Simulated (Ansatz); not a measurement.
**TlMo, from a guessed structure to a relaxed one**

Starting from a made-up structure for TlMo, the aim is the relaxed cell, its shortest contacts and, where a second run follows, its electronic structure.

Main program and level: Ansatz 0.2.0; DFT, PBEsol, plane-wave PAW, files of the set soft_1, scalar-relativistic, no spin, cell and ions relaxed at zero pressure; PAW set soft_1, in the first sound run; inputs show where later runs differ.

## Step 1: Set-up

Symmetry: P-6m2, No. 187, hexagonal system. Conventional cell: a = 3.274 Å, b = 3.274 Å, c = 5.370 Å, α = 90.00°, β = 90.00°, γ = 120.00°. Tl has 6 Tl at 3.27 Å and 6 Mo at 3.28 Å nearest. Mo has 6 Mo at 3.27 Å and 6 Tl at 3.28 Å nearest. Farther neighbours are not listed.

## Step 2: Relaxing cell and atoms

The guess takes its coordinates from another compound and its volume from a rule, so the cell and any free coordinates are relaxed together.

input.yaml reads:

```yaml
crystal:
  lattice:
    - [3.274, 0.0, 0.0]
    - [-1.637, 2.835367172, 0.0]
    - [0.0, 0.0, 5.37]
  atoms:
    - { symbol: Tl, position: [0.0, 0.0, 0.0] }
    - { symbol: Mo, position: [0.333333333, 0.666666667, 0.5] }
kpoints:
  mp_grid: { grid: [9, 9, 5] }
scf:
  occupations: { method: fermi_dirac, width: 0.05 }
hamiltonian:
  xc: pbesol
  pseudopotentials: { kind: paw, azcp: { folder: soft_1 }, xc_functional: pbe }
relax:
  f_tol: 0.015
  max_steps: 70
  cell: {}
output:
  forces: true
  stress: true
```

On the command line:

```sh
$ ansatz run input.yaml --threads 4 --pin off --max-ram 8192MiB --backend cpu --events-out ev --progress --plain --runs-dir out
```

Numbers of over 12 decimals in the logs are rounded to 6 here.

Output:

```text
Engine: ansatz 0.2.0, x86_64-unknown-linux-gnu
Pseudopotentials: kind: paw
Pseudopotential: Tl, paw, valence charge 13, recommended cutoff 420 eV (normal), soft_1/Tl.paw.azcp
Pseudopotential: Mo, paw, valence charge 14, recommended cutoff 420 eV (normal), soft_1/Mo.paw.azcp
Functional definition: PBEsol
  exchange = pbesol_x
  correlation = pbesol_c
Crystal: 2 atoms, lattice volume = 49.850 Å³
Basis set: ecut = 420 eV, 989 PW (Γ), exchange–correlation on 48×48×72 points (8 copies of the dense FFT grid, shifted against one another)
Bands: 18, of which v1, the nominal top of the filled ones, is band 14 counted from 1 (13 counted from 0)
Symmetry: 12 space group operations
Space group: P-6m2 (ITA 187), of the structure as read, at distance tolerance 3.7e-5 Å
k-points: 36 of 405 (time reversal used)
Non-local potential: Tl, projectors of the file, l = 0: 2, l = 1: 2, l = 2: 2, l = 3: 1
Non-local potential: Mo, projectors of the file, l = 0: 3, l = 1: 2, l = 2: 2, l = 3: 1
PAW form: soft (Blöchl's): semilocal exchange-correlation on the pseudo side does not see the compensation charge
PAW frozen core: Tl, regenerated for the run's functional, and the local potential with it (the file was generated under x = pbe(κ = 0.804, μ = 0.219515), c = pbe(β = 0.066725))
PAW frozen core: Mo, regenerated for the run's functional, and the local potential with it (the file was generated under x = pbe(κ = 0.804, μ = 0.219515), c = pbe(β = 0.066725))
PAW one-centre angular grid: Tl, 590 points (default); XC on 64 Gauss nodes
PAW one-centre angular grid: Mo, 590 points (default); XC on 64 Gauss nodes
Initial density: superposition of atomic densities (chi_scale 0.1, normalization cell, long waves kept (reshape's long-wave potential 0.02 eV rms))
Initial wavefunctions: pseudopotential atomic-orbital guess
Functional: x = pbesol(κ = 0.804, μ = 0.123457), c = pbesol(β = 0.046)
SCF iter   1: F=—  HF=-16195.500340 eV  |F-HF|=—  |Δ(HF+E_count)|=         —  Δρ=1.14e-1  dr2=1.59e1  ethr=3.10e-3  ⟨swp⟩=5.7  Hψ=2916  notcnv=0
preconditioner: auto → Kerker (q_TF=auto, 2.463 Å⁻¹)  [metal: Δε(μ)=0.042 eV  Ē_g=10.965 eV  σ=0.050 eV  W_gap=0.20  n_scr=10 (ndim 8)  ℏωp=22.9 eV  f_vac=0.000  D(μ)=2.08/eV (n_scr^D=22)]
SCF iter   2: F=—  HF=-16192.615428 eV  |F-HF|=—  |Δ(HF+E_count)|=    2.88e0  Δρ=3.13e-2  dr2=9.72e-1  ethr=3.10e-3  ⟨swp⟩=2.9  Hψ=1711  notcnv=0
SCF iter   3: F=—  HF=-16192.461509 eV  |F-HF|=—  |Δ(HF+E_count)|=   1.54e-1  Δρ=1.16e-2  dr2=3.38e-2  ethr=3.10e-3  ⟨swp⟩=2.0  Hψ=1056  notcnv=0
SCF iter   4: F=—  HF=-16192.467118 eV  |F-HF|=—  |Δ(HF+E_count)|=   5.61e-3  Δρ=2.82e-3  dr2=7.65e-3  ethr=1.25e-4  ⟨swp⟩=2.0  Hψ=1308  notcnv=0
SCF iter   5: F=—  HF=-16192.465914 eV  |F-HF|=—  |Δ(HF+E_count)|=   1.20e-3  Δρ=5.98e-4  dr2=1.07e-4  ethr=2.83e-5  ⟨swp⟩=2.0  Hψ=740  notcnv=0
SCF iter   6: F=—  HF=-16192.465963 eV  |F-HF|=—  |Δ(HF+E_count)|=   4.97e-5  Δρ=1.11e-4  dr2=6.91e-6  ethr=3.98e-7  ⟨swp⟩=2.6  Hψ=1111  notcnv=0
SCF iter   7: F=—  HF=-16192.465970 eV  |F-HF|=—  |Δ(HF+E_count)|=   6.70e-6  Δρ=2.53e-5  dr2=3.05e-7  ethr=2.56e-8  ⟨swp⟩=2.2  Hψ=823  notcnv=0
SCF iter   8: F=-16192.465970 eV  HF=-16192.465970 eV  |F-HF|=1.11e-8  |Δ(HF+E_count)|=   4.03e-8  Δρ=6.88e-6  dr2=3.01e-8  ethr=3.70e-10  ⟨swp⟩=4.0  Hψ=1946  notcnv=0
SCF 1 converged in 8 iterations: F = -16192.465970 eV  dr2 = 3.01e-8
  greatest PAW one-centre occupation: 0.998 electrons in one spin orbital (limit 2), on the Mo atom at site 1 (counted from 0), in its partial waves of l = 0
relax step   1: F+E_penalty+E_count = -16192.46597001 eV  Δ(F+E_penalty+E_count) = +0.000e0 eV  max|allowed force component| = 4.106e-17 eV/Å  Δτ_max = 0.0000 Å  P = -21.448 GPa  Ω = 49.850 Å³  (8 SCF iters, dr2 threshold 1.00e-7 eV, accepted)
Crystal: 2 atoms, lattice volume = 43.415 Å³
Basis set: ecut = 420 eV, 845 PW (Γ), exchange–correlation on 48×48×72 points (8 copies of the dense FFT grid, shifted against one another)
Initial density: handed on by an earlier stage of this run
Initial wavefunctions: those handed on with the density
iter 1 solved again at ethr=2.46e-4 eV; its pass at ethr=3.10e-3 eV (dr2=6.65e-2 eV) is discarded
SCF iter   1: F=—  HF=-16193.267084 eV  |F-HF|=—  |Δ(HF+E_count)|=         —  Δρ=1.04e-2  dr2=6.72e-2  ethr=2.46e-4  ⟨swp⟩=1.0  Hψ=3808  notcnv=0
preconditioner: auto → Kerker (q_TF=auto, 2.521 Å⁻¹)  [metal: Δε(μ)=0.056 eV  Ē_g=10.193 eV  σ=0.050 eV  W_gap=0.27  n_scr=10 (ndim 8)  ℏωp=24.6 eV  f_vac=0.000  D(μ)=1.85/eV (n_scr^D=22)]
SCF iter   2: F=—  HF=-16193.252710 eV  |F-HF|=—  |Δ(HF+E_count)|=   1.44e-2  Δρ=4.70e-3  dr2=9.60e-3  ethr=2.46e-4  ⟨swp⟩=2.0  Hψ=863  notcnv=0
SCF iter   3: F=—  HF=-16193.250828 eV  |F-HF|=—  |Δ(HF+E_count)|=   1.88e-3  Δρ=1.71e-3  dr2=1.20e-3  ethr=3.56e-5  ⟨swp⟩=2.3  Hψ=833  notcnv=0
SCF iter   4: F=—  HF=-16193.250658 eV  |F-HF|=—  |Δ(HF+E_count)|=   1.70e-4  Δρ=2.41e-4  dr2=4.69e-5  ethr=4.43e-6  ⟨swp⟩=2.0  Hψ=1089  notcnv=0
SCF iter   5: F=—  HF=-16193.250650 eV  |F-HF|=—  |Δ(HF+E_count)|=   7.55e-6  Δρ=5.09e-5  dr2=2.22e-6  ethr=1.74e-7  ⟨swp⟩=2.2  Hψ=837  notcnv=0
SCF iter   6: F=—  HF=-16193.250650 eV  |F-HF|=—  |Δ(HF+E_count)|=   6.07e-7  Δρ=1.75e-5  dr2=2.64e-7  ethr=7.41e-10  ⟨swp⟩=4.0  Hψ=2162  notcnv=0
SCF iter   7: F=-16193.250650 eV  HF=-16193.250650 eV  |F-HF|=1.32e-9  |Δ(HF+E_count)|=   3.58e-8  Δρ=2.78e-6  dr2=3.67e-9  ethr=7.41e-10  ⟨swp⟩=4.0  Hψ=1894  notcnv=0
SCF 2 converged in 7 iterations: F = -16193.250650 eV  dr2 = 3.67e-9
relax step   2: F+E_penalty+E_count = -16193.25064979 eV  Δ(F+E_penalty+E_count) = -7.847e-1 eV  max|allowed force component| = 4.626e-17 eV/Å  Δτ_max = 0.0000 Å  P = -16.186 GPa  Ω = 43.415 Å³  energy of the carried Pulay correction = +4.986e-4 eV  (7 SCF iters, dr2 threshold 2.00e-7 eV, accepted)
Crystal: 2 atoms, lattice volume = 38.661 Å³
Basis set: ecut = 420 eV, 725 PW (Γ), exchange–correlation on 48×48×72 points (8 copies of the dense FFT grid, shifted against one another)
iter 1 solved again at ethr=8.12e-5 eV; its pass at ethr=3.10e-3 eV (dr2=2.19e-2 eV) is discarded
SCF iter   1: F=—  HF=-16193.619062 eV  |F-HF|=—  |Δ(HF+E_count)|=         —  Δρ=7.35e-3  dr2=2.18e-2  ethr=8.12e-5  ⟨swp⟩=1.0  Hψ=3808  notcnv=0
preconditioner: auto → none  [metal: Δε(μ)=0.064 eV  Ē_g=10.854 eV  σ=0.050 eV  W_gap=0.31  n_scr=8 (ndim 8)  ℏωp=26.0 eV  f_vac=0.000  D(μ)=1.56/eV (n_scr^D=10)]
SCF iter   2: F=—  HF=-16193.613039 eV  |F-HF|=—  |Δ(HF+E_count)|=   6.02e-3  Δρ=3.00e-3  dr2=2.93e-3  ethr=8.09e-5  ⟨swp⟩=2.0  Hψ=1144  notcnv=0
SCF iter   3: F=—  HF=-16193.612593 eV  |F-HF|=—  |Δ(HF+E_count)|=   4.46e-4  Δρ=1.01e-3  dr2=2.33e-4  ethr=1.08e-5  ⟨swp⟩=1.3  Hψ=663  notcnv=0
SCF iter   4: F=—  HF=-16193.612572 eV  |F-HF|=—  |Δ(HF+E_count)|=   2.06e-5  Δρ=1.47e-4  dr2=2.95e-6  ethr=8.63e-7  ⟨swp⟩=2.5  Hψ=1009  notcnv=0
SCF iter   5: F=—  HF=-16193.612577 eV  |F-HF|=—  |Δ(HF+E_count)|=   4.22e-6  Δρ=3.16e-5  dr2=8.94e-8  ethr=1.09e-8  ⟨swp⟩=2.0  Hψ=793  notcnv=0
SCF iter   6: F=-16193.612577 eV  HF=-16193.612577 eV  |F-HF|=5.78e-9  |Δ(HF+E_count)|=   3.10e-8  Δρ=4.70e-6  dr2=7.43e-9  ethr=3.31e-10  ⟨swp⟩=2.2  Hψ=2374  notcnv=0
SCF 3 converged in 6 iterations: F = -16193.612577 eV  dr2 = 7.43e-9
relax step   3: F+E_penalty+E_count = -16193.61257662 eV  Δ(F+E_penalty+E_count) = -3.619e-1 eV  max|allowed force component| = 1.064e-16 eV/Å  Δτ_max = 0.0000 Å  P = -5.434 GPa  Ω = 38.661 Å³  energy of the carried Pulay correction = +9.172e-4 eV  (6 SCF iters, dr2 threshold 2.00e-7 eV, accepted)
Crystal: 2 atoms, lattice volume = 36.363 Å³
Basis set: ecut = 420 eV, 711 PW (Γ), exchange–correlation on 48×48×72 points (8 copies of the dense FFT grid, shifted against one another)
iter 1 solved again at ethr=2.89e-5 eV; its pass at ethr=3.10e-3 eV (dr2=7.81e-3 eV) is discarded
SCF iter   1: F=—  HF=-16193.646035 eV  |F-HF|=—  |Δ(HF+E_count)|=         —  Δρ=4.65e-3  dr2=7.66e-3  ethr=2.89e-5  ⟨swp⟩=2.1  Hψ=4257  notcnv=0
preconditioner: auto → none  [insulator: Δε(μ)=0.127 eV  Ē_g=11.255 eV  σ=0.050 eV  W_gap=0.52  n_scr=8 (ndim 8)  ℏωp=26.8 eV  f_vac=0.000  D(μ)=1.36/eV (n_scr^D=8)  ε∞_Penn≈6.7]
SCF iter   2: F=—  HF=-16193.644008 eV  |F-HF|=—  |Δ(HF+E_count)|=   2.03e-3  Δρ=1.90e-3  dr2=6.25e-4  ethr=2.84e-5  ⟨swp⟩=2.0  Hψ=1007  notcnv=0
SCF iter   3: F=—  HF=-16193.643921 eV  |F-HF|=—  |Δ(HF+E_count)|=   8.68e-5  Δρ=7.74e-4  dr2=9.67e-5  ethr=2.32e-6  ⟨swp⟩=1.2  Hψ=665  notcnv=0
SCF iter   4: F=—  HF=-16193.643921 eV  |F-HF|=—  |Δ(HF+E_count)|=   1.93e-7  Δρ=6.23e-5  dr2=1.05e-6  ethr=3.58e-7  ⟨swp⟩=2.1  Hψ=1045  notcnv=0
iter 5 did not close the SCF: its close was put off for the readings that it lacked (scf_convergence_deferred on its scf_iter line)
SCF iter   5: F=-16193.643921 eV  HF=-16193.643921 eV  |F-HF|=3.69e-9  |Δ(HF+E_count)|=   1.40e-7  Δρ=1.98e-5  dr2=4.42e-8  ethr=3.89e-9  ⟨swp⟩=2.2  Hψ=1068  notcnv=0
SCF iter   6: F=-16193.643921 eV  HF=-16193.643921 eV  |F-HF|=3.66e-10  |Δ(HF+E_count)|=   9.41e-9  Δρ=3.50e-6  dr2=1.07e-9  ethr=1.64e-10  ⟨swp⟩=1.0  Hψ=1947  notcnv=0
SCF 4 converged in 6 iterations: F = -16193.643921 eV  dr2 = 1.07e-9
  greatest PAW one-centre occupation: 0.999 electrons in one spin orbital (limit 2), on the Mo atom at site 1 (counted from 0), in its partial waves of l = 0
relax step   4: F+E_penalty+E_count = -16193.64392114 eV  Δ(F+E_penalty+E_count) = -3.134e-2 eV  max|allowed force component| = 5.551e-17 eV/Å  Δτ_max = 0.0000 Å  P = +3.920 GPa  Ω = 36.363 Å³  energy of the carried Pulay correction = +1.144e-3 eV  (6 SCF iters, dr2 threshold 2.00e-7 eV, accepted)
Crystal: 2 atoms, lattice volume = 37.310 Å³
Basis set: ecut = 420 eV, 735 PW (Γ), exchange–correlation on 48×48×72 points (8 copies of the dense FFT grid, shifted against one another)
iter 1 solved again at ethr=4.00e-6 eV; its pass at ethr=3.10e-3 eV (dr2=1.08e-3 eV) is discarded
SCF iter   1: F=—  HF=-16193.655299 eV  |F-HF|=—  |Δ(HF+E_count)|=         —  Δρ=1.59e-3  dr2=1.07e-3  ethr=4.00e-6  ⟨swp⟩=2.0  Hψ=3710  notcnv=0
preconditioner: auto → none  [metal: Δε(μ)=0.092 eV  Ē_g=11.140 eV  σ=0.050 eV  W_gap=0.37  n_scr=8 (ndim 8)  ℏωp=26.5 eV  f_vac=0.000  D(μ)=1.46/eV (n_scr^D=8)]
SCF iter   2: F=—  HF=-16193.654996 eV  |F-HF|=—  |Δ(HF+E_count)|=   3.03e-4  Δρ=6.45e-4  dr2=9.24e-5  ethr=3.98e-6  ⟨swp⟩=2.0  Hψ=924  notcnv=0
SCF iter   3: F=—  HF=-16193.654979 eV  |F-HF|=—  |Δ(HF+E_count)|=   1.72e-5  Δρ=2.82e-4  dr2=1.55e-5  ethr=3.42e-7  ⟨swp⟩=1.0  Hψ=649  notcnv=0
iter 4 did not close the SCF: its close was put off for the readings that it lacked (scf_convergence_deferred on its scf_iter line)
SCF iter   4: F=-16193.654978 eV  HF=-16193.654978 eV  |F-HF|=2.08e-9  |Δ(HF+E_count)|=   1.43e-6  Δρ=1.58e-5  dr2=3.85e-8  ethr=5.73e-8  ⟨swp⟩=2.2  Hψ=904  notcnv=0
iter 5 did not close the SCF: its close was put off for the readings that it lacked (scf_convergence_deferred on its scf_iter line)
SCF iter   5: F=-16193.654978 eV  HF=-16193.654978 eV  |F-HF|=2.80e-9  |Δ(HF+E_count)|=   2.61e-8  Δρ=5.12e-6  dr2=5.24e-9  ethr=1.42e-10  ⟨swp⟩=2.0  Hψ=1131  notcnv=0
SCF iter   6: F=-16193.654978 eV  HF=-16193.654978 eV  |F-HF|=3.64e-12  |Δ(HF+E_count)|=   1.22e-9  Δρ=1.16e-6  dr2=1.30e-10  ethr=1.94e-11  ⟨swp⟩=2.0  Hψ=1924  notcnv=0
SCF 5 converged in 6 iterations: F = -16193.654978 eV  dr2 = 1.30e-10
relax step   5: F+E_penalty+E_count = -16193.65497769 eV  Δ(F+E_penalty+E_count) = -1.106e-2 eV  max|allowed force component| = 0.000e0 eV/Å  Δτ_max = 0.0000 Å  P = -0.415 GPa  Ω = 37.310 Å³  energy of the carried Pulay correction = +1.052e-3 eV  (6 SCF iters, dr2 threshold 2.00e-7 eV, accepted)
Crystal: 2 atoms, lattice volume = 37.211 Å³
iter 1 solved again at ethr=1.05e-7 eV; its pass at ethr=3.10e-3 eV (dr2=2.84e-5 eV) is discarded
SCF iter   1: F=—  HF=-16193.655303 eV  |F-HF|=—  |Δ(HF+E_count)|=         —  Δρ=2.67e-4  dr2=2.62e-5  ethr=1.05e-7  ⟨swp⟩=3.4  Hψ=4043  notcnv=0
preconditioner: auto → none  [metal: Δε(μ)=0.056 eV  Ē_g=11.142 eV  σ=0.050 eV  W_gap=0.26  n_scr=8 (ndim 8)  ℏωp=26.5 eV  f_vac=0.000  D(μ)=1.45/eV (n_scr^D=8)]
SCF iter   2: F=—  HF=-16193.655296 eV  |F-HF|=—  |Δ(HF+E_count)|=   6.75e-6  Δρ=1.12e-4  dr2=2.87e-6  ethr=9.69e-8  ⟨swp⟩=2.1  Hψ=798  notcnv=0
SCF iter   3: F=—  HF=-16193.655296 eV  |F-HF|=—  |Δ(HF+E_count)|=   2.74e-7  Δρ=3.82e-5  dr2=2.67e-7  ethr=1.06e-8  ⟨swp⟩=1.3  Hψ=711  notcnv=0
iter 4 did not close the SCF: its close was put off for the readings that it lacked (scf_convergence_deferred on its scf_iter line)
SCF iter   4: F=-16193.655296 eV  HF=-16193.655296 eV  |F-HF|=4.75e-9  |Δ(HF+E_count)|=   2.58e-9  Δρ=5.43e-6  dr2=7.83e-9  ethr=9.89e-10  ⟨swp⟩=2.4  Hψ=1072  notcnv=0
iter 5 did not close the SCF: its close was put off for the readings that it lacked (scf_convergence_deferred on its scf_iter line)
SCF iter   5: F=-16193.655296 eV  HF=-16193.655296 eV  |F-HF|=2.73e-11  |Δ(HF+E_count)|=  8.02e-10  Δρ=1.41e-6  dr2=2.03e-10  ethr=2.90e-11  ⟨swp⟩=2.0  Hψ=919  notcnv=0
SCF iter   6: F=-16193.655296 eV  HF=-16193.655296 eV  |F-HF|=0.00e0  |Δ(HF+E_count)|=  9.28e-11  Δρ=2.44e-7  dr2=5.01e-12  ethr=1.00e-12  ⟨swp⟩=1.0  Hψ=1806  notcnv=0
SCF 6 converged in 6 iterations: F = -16193.655296 eV  dr2 = 5.01e-12
relax step   6: F+E_penalty+E_count = -16193.65529570 eV  Δ(F+E_penalty+E_count) = -3.180e-4 eV  max|allowed force component| = 5.551e-17 eV/Å  Δτ_max = 0.0000 Å  P = -0.016 GPa  Ω = 37.211 Å³  energy of the carried Pulay correction = +1.061e-3 eV  (6 SCF iters, dr2 threshold 2.00e-7 eV, accepted)
Basis set: ecut = 420 eV, 711 PW (Γ), exchange–correlation on 48×48×64 points (8 copies of the dense FFT grid, shifted against one another)
Initial wavefunctions: pseudopotential atomic-orbital guess (no wavefunctions were taken with the density)
iter 1 solved again at ethr=1.38e-8 eV; its pass at ethr=3.10e-3 eV (dr2=3.73e-6 eV) is discarded
SCF iter   1: F=—  HF=-16193.654502 eV  |F-HF|=—  |Δ(HF+E_count)|=         —  Δρ=1.66e-4  dr2=1.33e-6  ethr=1.38e-8  ⟨swp⟩=3.1  Hψ=4865  notcnv=0
preconditioner: auto → none  [metal: Δε(μ)=0.056 eV  Ē_g=11.143 eV  σ=0.050 eV  W_gap=0.26  n_scr=8 (ndim 8)  ℏωp=26.5 eV  f_vac=0.000  D(μ)=1.46/eV (n_scr^D=8)]
SCF iter   2: F=—  HF=-16193.654512 eV  |F-HF|=—  |Δ(HF+E_count)|=   1.04e-5  Δρ=8.10e-5  dr2=2.83e-7  ethr=4.91e-9  ⟨swp⟩=2.0  Hψ=1121  notcnv=0
SCF iter   3: F=—  HF=-16193.654513 eV  |F-HF|=—  |Δ(HF+E_count)|=   5.40e-7  Δρ=6.62e-6  dr2=6.24e-9  ethr=1.05e-9  ⟨swp⟩=2.0  Hψ=1125  notcnv=0
SCF iter   4: F=—  HF=-16193.654513 eV  |F-HF|=—  |Δ(HF+E_count)|=   2.72e-9  Δρ=1.75e-6  dr2=8.25e-10  ethr=2.31e-11  ⟨swp⟩=2.1  Hψ=1006  notcnv=0
SCF iter   5: F=—  HF=-16193.654513 eV  |F-HF|=—  |Δ(HF+E_count)|=  1.09e-11  Δρ=3.98e-7  dr2=5.38e-11  ethr=3.06e-12  ⟨swp⟩=2.1  Hψ=940  notcnv=0
SCF iter   6: F=-16193.654513 eV  HF=-16193.654513 eV  |F-HF|=7.28e-12  |Δ(HF+E_count)|=  3.64e-12  Δρ=3.18e-8  dr2=1.78e-13  ethr=1.00e-12  ⟨swp⟩=5.0  Hψ=2587  notcnv=0
SCF 7 converged in 6 iterations: F = -16193.654513 eV  dr2 = 1.78e-13
relax step   7: F+E_penalty+E_count = -16193.65451280 eV  Δ(F+E_penalty+E_count) = +7.829e-4 eV  max|allowed force component| = 3.701e-17 eV/Å  Δτ_max = 0.0000 Å  P = -0.024 GPa  Ω = 37.211 Å³  stress off target by 4.69e-2 GPa  SCF on the basis re-selected at this cell (its energy is not comparable with the rows above)  (6 SCF iters)
basis re-selected at this cell: Δ(F+E_penalty+E_count) = +7.829e-4 eV, ΔP = -0.008 GPa vs the last step (what re-selecting the basis moved, of the pressure what is left beyond the Pulay correction that the steps carried, after the strain that the cell walked since its last selection, with what the two solves' SCF thresholds leave and, on support functions, any second-order correction that the steps lacked; it is no measure of the basis error at this ecutwfc). The dense FFT grid was sized anew with the basis: this SCF ran on 24×24×32 points, the steps before it on 24×24×36, so part of this shift can come from that change (see relax.cell in the input reference). [rest of the remark cut]
SCF converged after 6 iterations
Free energy (F): -16193.654513 eV
Harris-Foulkes:  -16193.654513 eV  (|F-HF|=7.28e-12)
Internal energy: -16193.642111 eV  (E = F + TS)
E sigma→0 (E₀):  -16193.648312 eV
Entropy (-TS):   -0.012401 eV (-6.201 meV/atom)
Fermi energy:    17.396713 eV
--- Per-component energies (eV) ---
  E_band       = -8.287277
  E_kinetic    = 689.923385
  E_local      = -1455.302213  (includes V_loc(G=0)·N_el)
  E_nonlocal   = 467.472989
  E_hartree    = 517.502789
  E_xc         = -358.767562
  E_vxc        = -341.955681  (∫ρ·V_xc dr)
  E_paw        = -13194.135716  (= ΣΔE_a)
  E_vpaw       = -403.431340  (= ΣTr[D̂ρ^β])
  E_aug_tail   = 0.000003  (compensation charges beyond the density's cutoff)
  E_ewald      = -2860.583420
  E_core_change = 0.247633  (= ΣΔE_core)
  E_smearing   = -0.012401  (= −TS)
  E_closure    = 0.000000  (closes the sum)
  Σ components = -16193.654513   (vs F -16193.654513, Δ=0.00e0)
--- Forces (eV/Å), atoms counted from 1 ---
  atom   1  Tl     0.00000000     0.00000000     0.00000000
  atom   2  Mo     0.00000000    -0.00000000     0.00000000
  max |Σ_I F_I| component: 0.00e0 eV/Å
--- Stress (GPa, compression-positive) ---
       -0.046854       0.000000       0.000000
        0.000000      -0.046854       0.000000
        0.000000       0.000000       0.021488
  P = ⅓ Tr σ = -0.0241 GPa (-0.241 kbar)
--- Relaxed structure (6 steps of the walk, 6 accepted, 1 SCFs on fresh bases) ---
  F+E_penalty+E_count = -16193.65451280 eV   max|allowed force component| = 3.701e-17 eV/Å   (the final SCF, on the basis selected at the relaxed cell)
  cell:  # Å, volume = 37.2113 Å³
    - [3.035823, 0.0, 0.0]
    - [-1.517912, 2.629100, 0.0]
    - [0.0, 0.0, 4.662199]
  atoms:
    - { symbol: Tl, position: [-1.8503717059853007e-17, -1.85037170857024e-17, 0.0] }
    - { symbol: Mo, position: [0.333333, 0.666667, 0.500000] }
```

Elapsed: 3.3 s, on 4 threads of Intel Xeon Platinum 8559C (Emerald Rapids), shared host; peak memory 0.43 GiB.

Step by step:

```
step  energy less that of the first step (eV)  largest force component (eV/Å)  pressure (GPa)  volume (Å³)
   1                                   0.0000                          0.0000          -21.45        49.85
   2                                  -0.7847                          0.0000          -16.19        43.42
   3                                  -1.1466                          0.0000           -5.43        38.66
   4                                  -1.1780                          0.0000            3.92        36.36
   5                                  -1.1890                          0.0000           -0.41        37.31
   6                                  -1.1893                          0.0000           -0.02        37.21
  7*                                  -1.1885                          0.0000           -0.02        37.21
```

Relaxation steps marked * repeat the geometry before them on a plane-wave basis chosen anew for their cell, so energy and pressure can jump there.

Forces are held to the 12 operations that the run works with; a distortion that breaks them can't arise in this run.

```
     cell as run  before  after   change
           a (Å)   3.274  3.036   -7.3 %
           b (Å)   3.274  3.036   -7.3 %
           c (Å)   5.370  4.662  -13.2 %
volume (Å³/atom)   24.92  18.61  -25.4 %
```

The relaxed structure:

```cif
data_structure
_symmetry_space_group_name_H-M 'P 1'
_symmetry_Int_Tables_number 1
_cell_length_a 3.0358
_cell_length_b 3.0358
_cell_length_c 4.6622
_cell_angle_alpha 90.000
_cell_angle_beta 90.000
_cell_angle_gamma 120.000
_cell_volume 37.21
loop_
_atom_site_label
_atom_site_type_symbol
_atom_site_fract_x
_atom_site_fract_y
_atom_site_fract_z
_atom_site_occupancy
Tl1 Tl 0.00000 0.00000 0.00000 1
Mo2 Mo 0.33333 0.66667 0.50000 1
```

Numbers from this step:

```
free energy             : -16193.6545 eV
energy at zero smearing : -16193.6483 eV
smearing term TS        : 0.01240 eV
Fermi energy            : 17.40 eV
electrons               : 27
symmetry operations     : 12
pressure                : -0.02407 GPa
```

Shortest distances by pair of elements, guess and relaxed (not always the same contact):

```
 pair  guess (Å)  relaxed (Å)
Mo–Tl      3.284        2.917
Tl–Tl      3.274        3.036
Mo–Mo      3.274        3.036
```

The relaxation ends with a pressure of -0.02 GPa.

[end of part 1 of 2]

[Logs are printed without paths, hosts, clocks, repeated set-up lines and the standing remarks that a program may print on its own settings, such as how far it seeks lower states.]

[Hosts, paths, dates, database ids (printed as entryN), source tags and the programs' standing remarks are cut or masked in the printed files.]
